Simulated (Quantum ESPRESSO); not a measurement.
# Collinear magnetic orders of Sr2Fe2S2OF2 with Quantum ESPRESSO, part 2 of 2

Aim: find out which collinear order of Sr2Fe2S2OF2 costs least.

Quantum ESPRESSO 7.5; PBEsol; plane waves with GBRV 1.5 PBEsol potentials, no spin-orbit coupling.

So far, absolute magnetization (μB): step 2 (start 1: ferro ++) 8.02.

## 3. Run 2 (antiferro +−)

pw.in reads:

```
&CONTROL
  calculation = 'scf'
  prefix = 'pwscf'
  outdir = './tmp'
  pseudo_dir = './pseudo'
  disk_io = 'nowf'
/
&SYSTEM
  ibrav = 0
  nat = 9
  ntyp = 6
  ecutwfc = 40
  ecutrho = 280
  nbnd = 55
  occupations = 'smearing'
  smearing = 'fd'
  degauss = 0.00367493
  nspin = 2
  starting_magnetization(1) = 0
  starting_magnetization(2) = 0.25
  starting_magnetization(3) = -0.25
  starting_magnetization(4) = 0
  starting_magnetization(5) = 0
  starting_magnetization(6) = 0
/
&ELECTRONS
  conv_thr = 1.8d-08
  electron_maxstep = 150
  mixing_beta = 0.3
/
ATOMIC_SPECIES
Sr     87.6200 sr_pbesol_v1.uspp.F.UPF
Fe1    55.8450 fe_pbesol_v1.5.uspp.F.UPF
Fe2    55.8450 fe_pbesol_v1.5.uspp.F.UPF
S      32.0600 s_pbesol_v1.4.uspp.F.UPF
O      15.9990 o_pbesol_v1.2.uspp.F.UPF
F      18.9984 f_pbesol_v1.4.uspp.F.UPF
CELL_PARAMETERS angstrom
  -2.0200000000    2.0200000000    8.9990000000
   2.0200000000   -2.0200000000    8.9990000000
   2.0200000000    2.0200000000   -8.9990000000
ATOMIC_POSITIONS crystal
Sr      0.6710000000    0.6710000000    0.0000000000
Sr      0.3290000000    0.3290000000    0.0000000000
Fe1     0.0000000000    0.5000000000    0.5000000000
Fe2     0.5000000000    0.0000000000    0.5000000000
S       0.0938100000    0.0938100000    0.0000000000
S       0.9061900000    0.9061900000    0.0000000000
O       0.5000000000    0.5000000000    0.0000000000
F       0.2500000000    0.7500000000    0.5000000000
F       0.7500000000    0.2500000000    0.5000000000
K_POINTS automatic
8 8 8 0 0 0
```

On the command line:

```sh
$ OMP_NUM_THREADS=1 mpirun -n 4 pw.x -nk 4 -in pw.in > pw.out
```

Output:

```text
[banner, memory and clock lines left out]
Program PWSCF v.7.5 starts

     Message from routine setup:
     using ibrav=0 with symmetry is DISCOURAGED, use correct ibrav instead

     bravais-lattice index     =            0
     lattice parameter (alat)  =      17.8419  a.u.
     unit-cell volume          =     991.1824 (a.u.)^3
     number of atoms/cell      =            9
     number of atomic types    =            6
     number of electrons       =        84.00
     number of Kohn-Sham states=           55
     kinetic-energy cutoff     =      40.0000  Ry
     charge density cutoff     =     280.0000  Ry
     scf convergence threshold =      1.8E-08
     mixing beta               =       0.3000
     number of iterations used =            8  plain     mixing
     Exchange-correlation= SLA  PW   PSX  PSC
                           (   1   4  10   8   0   0   0)

     celldm(1)=  17.841937  celldm(2)=   0.000000  celldm(3)=   0.000000
     celldm(4)=   0.000000  celldm(5)=   0.000000  celldm(6)=   0.000000

     crystal axes: (cart. coord. in units of alat)
               a(1) = (  -0.213948   0.213948   0.953128 )
               a(2) = (   0.213948  -0.213948   0.953128 )
               a(3) = (   0.213948   0.213948  -0.953128 )

     reciprocal axes: (cart. coord. in units 2 pi/alat)
               b(1) = (  0.000000  2.337016  0.524589 )
               b(2) = (  2.337016  0.000000  0.524589 )
               b(3) = (  2.337016  2.337016  0.000000 )

     PseudoPot. # 1 for Sr read from file:
     sr_pbesol_v1.uspp.F.UPF
     Pseudo is Ultrasoft + core correction, Zval = 10.0

     PseudoPot. # 2 for Fe read from file:
     fe_pbesol_v1.5.uspp.F.UPF
     Pseudo is Ultrasoft + core correction, Zval = 16.0

     PseudoPot. # 3 for Fe read from file:
     fe_pbesol_v1.5.uspp.F.UPF
     Pseudo is Ultrasoft + core correction, Zval = 16.0

     PseudoPot. # 4 for S  read from file:
     s_pbesol_v1.4.uspp.F.UPF
     Pseudo is Ultrasoft + core correction, Zval =  6.0

     PseudoPot. # 5 for O  read from file:
     o_pbesol_v1.2.uspp.F.UPF
     Pseudo is Ultrasoft + core correction, Zval =  6.0

     PseudoPot. # 6 for F  read from file:
     f_pbesol_v1.4.uspp.F.UPF
     Pseudo is Ultrasoft, Zval =  7.0

     atomic species   valence    mass     pseudopotential
     Sr               10.00    87.62000     Sr( 1.00)
     Fe1              16.00    55.84500     Fe( 1.00)
     Fe2              16.00    55.84500     Fe( 1.00)
     S                 6.00    32.06000     S ( 1.00)
     O                 6.00    15.99900     O ( 1.00)
     F                 7.00    18.99840     F ( 1.00)

     Starting magnetic structure
     atomic species   magnetization
     Sr              0.000
     Fe1             0.250
     Fe2            -0.250
     S               0.000
     O               0.000
     F               0.000

      8 Sym. Ops., with inversion, found

   Cartesian axes

     site n.     atom                  positions (alat units)
         1        Sr     tau(   1) = (  -0.0000000   0.0000000   1.2790974  )
         2        Sr     tau(   2) = (  -0.0000000   0.0000000   0.6271581  )
         3        Fe1    tau(   3) = (   0.2139480   0.0000000   0.0000000  )
         4        Fe2    tau(   4) = (   0.0000000   0.2139480   0.0000000  )
         5        S      tau(   5) = (  -0.0000000   0.0000000   0.1788258  )
         6        S      tau(   6) = (  -0.0000000   0.0000000   1.7274297  )
         7        O      tau(   7) = (   0.0000000   0.0000000   0.9531277  )
         8        F      tau(   8) = (   0.2139480   0.0000000   0.4765639  )
         9        F      tau(   9) = (   0.0000000   0.2139480   0.4765639  )

     number of k points=    95  Fermi-Dirac smearing, width (Ry)=  0.0037
                       cart. coord. in units 2pi/alat
        k(    1) = (   0.0000000   0.0000000   0.0000000), wk =   0.0019531
        k(    2) = (   0.2921271   0.2921271   0.0000000), wk =   0.0078125
        k(    3) = (   0.5842541   0.5842541   0.0000000), wk =   0.0078125
        k(    4) = (   0.8763812   0.8763812   0.0000000), wk =   0.0078125
        k(    5) = (  -1.1685082  -1.1685082   0.0000000), wk =   0.0039062
        [... 90 further k-points ...]

     Dense  grid:    78531 G-vectors     FFT dimensions: (  96,  96,  96)

     Smooth grid:    33817 G-vectors     FFT dimensions: (  72,  72,  72)

     Check: negative core charge=   -0.000018
     Generating pointlists ...
     new r_m :   0.1079 (alat units)  1.9256 (a.u.) for type    1
     new r_m :   0.0883 (alat units)  1.5746 (a.u.) for type    2
     new r_m :   0.0883 (alat units)  1.5746 (a.u.) for type    3
     new r_m :   0.1150 (alat units)  2.0522 (a.u.) for type    4
     new r_m :   0.0883 (alat units)  1.5746 (a.u.) for type    5
     new r_m :   0.1079 (alat units)  1.9256 (a.u.) for type    6

     Initial potential from superposition of free atoms

     starting charge      81.9384, renormalised to      84.0000

     negative rho (up, down):  6.553E-02 6.553E-02
     Starting wfcs are   72 randomized atomic wfcs

     Self-consistent Calculation

     iteration #  1     ecut=    40.00 Ry     beta= 0.30
     Davidson diagonalization with overlap
     ethr =  1.00E-02,  avg # of iterations =  5.6

     negative rho (up, down):  6.449E-02 6.449E-02

     total energy              =    -781.84236214 Ry
     estimated scf accuracy    <      81.19427506 Ry

     total magnetization       =     0.00 Bohr mag/cell
     absolute magnetization    =     0.78 Bohr mag/cell

     iteration #  2     ecut=    40.00 Ry     beta= 0.30
     Davidson diagonalization with overlap
     ethr =  1.00E-02,  avg # of iterations =  7.4

     negative rho (up, down):  6.388E-02 6.388E-02

     total energy              =    -793.96641640 Ry
     estimated scf accuracy    <     525.61986505 Ry

     total magnetization       =    -0.00 Bohr mag/cell
     absolute magnetization    =     0.15 Bohr mag/cell

     [... further iterations left out ...]

     iteration # 19     ecut=    40.00 Ry     beta= 0.30
     Davidson diagonalization with overlap
     ethr =  1.63E-10,  avg # of iterations =  3.5

     negative rho (up, down):  6.653E-02 6.653E-02

     total energy              =    -818.67773222 Ry
     estimated scf accuracy    <       0.00000002 Ry

     total magnetization       =    -0.00 Bohr mag/cell
     absolute magnetization    =     6.92 Bohr mag/cell

     iteration # 20     ecut=    40.00 Ry     beta= 0.30
     Davidson diagonalization with overlap
     ethr =  2.81E-11,  avg # of iterations =  3.7

     negative rho (up, down):  6.653E-02 6.653E-02

     Magnetic moment per site  (integrated on atomic sphere of radius R)
     atom   1 (R=0.108)  charge=  7.0450  magn= -0.0000
     atom   2 (R=0.108)  charge=  7.0450  magn= -0.0000
     atom   3 (R=0.088)  charge= 13.2496  magn=  3.0080
     atom   4 (R=0.088)  charge= 13.2496  magn= -3.0080
     atom   5 (R=0.115)  charge=  4.6767  magn=  0.0000
     atom   6 (R=0.115)  charge=  4.6767  magn=  0.0000
     atom   7 (R=0.088)  charge=  5.5080  magn= -0.0000
     atom   8 (R=0.108)  charge=  7.2065  magn=  0.0000
     atom   9 (R=0.108)  charge=  7.2065  magn=  0.0000

     End of self-consistent calculation

     Number of k-points >= 100: set verbosity='high' to print the bands.

     the Fermi energy is     9.8034 ev

!    total energy              =    -818.67773227 Ry
     estimated scf accuracy    <          3.3E-09 Ry
     smearing contrib. (-TS)   =      -0.00401722 Ry
     internal energy E=F+TS    =    -818.67371506 Ry

     The total energy is F=E-TS. E is the sum of the following terms:
     one-electron contribution =    -553.51337722 Ry
     hartree contribution      =     314.91386702 Ry
     xc contribution           =    -136.82654498 Ry
     ewald contribution        =    -443.24765987 Ry

     total magnetization       =     0.00 Bohr mag/cell
     absolute magnetization    =     6.92 Bohr mag/cell

     convergence has been achieved in  20 iterations
```

The job ended after 26 min (4 MPI ranks of Arm Neoverse V1, shared host; peak memory 2.1 GiB).

Spin moment in the atom's sphere by atom:

```
atom  spin moment in the atom's sphere (μB)
 Sr1                                   0.00
 Sr2                                   0.00
 Fe3                                   3.01
 Fe4                                  -3.01
  S5                                   0.00
  S6                                   0.00
  O7                                   0.00
  F8                                   0.00
  F9                                   0.00
```

Numbers from this step:

- smearing term TS: 0.05466 eV
- magnetization: 0 μB
- absolute magnetization: 6.915 μB
- final state: antiferromagnetic

## 4. The states side by side

An order is kept where moments of 0.15 μB or more survive with the typed signs; meshes match where a doubled cell samples the same k points as the first cell.

Orders:

```
       start        final state  typed order kept  energy over the lowest (meV a seeded atom)  largest site moment (μB)  net moment (μB a cell of the first run)  mesh matched  CPU time (s)
    ferro ++      ferromagnetic               yes                                           0                     3.212                                     7.97           yes          4029
antiferro +-  antiferromagnetic               yes                                       86.74                     3.008                                        0           yes          6309
```

## 5. What came out

| Property | Result |
| --- | --- |
| lowest state found | ferromagnetic (from ferro ++) |
| largest site moment | 3.21 μB |
| next state with moments | antiferromagnetic, 86.7 meV a seeded atom higher |

In words: Only these 2 starts were compared; other wavevectors, canted and longer-period orders were not. No Hubbard term acts here. In such compounds local and semilocal functionals without one often delocalise the d electrons, and can shrink or lose moments and miss the size, sign and order of the couplings. The smearing term is large for its width, so states at the Fermi level are partly filled: at this level the cell is a metal or has a gap of a few widths at most.

[Logs and program files are shortened in this print: banners, set-up blocks, solver, clock and traceback lines can be left out without a mark of their own.]

[Logs are printed without paths, hosts, clocks, repeated set-up lines and the standing remarks that a program may print on its own settings, such as how far it seeks lower states.]

[Hosts, paths, dates, database ids (printed as entryN), source tags and the programs' standing remarks are cut or masked in the printed files.]

[Where a cell is said to come from a database of computed structures, the database is the Materials Project.]
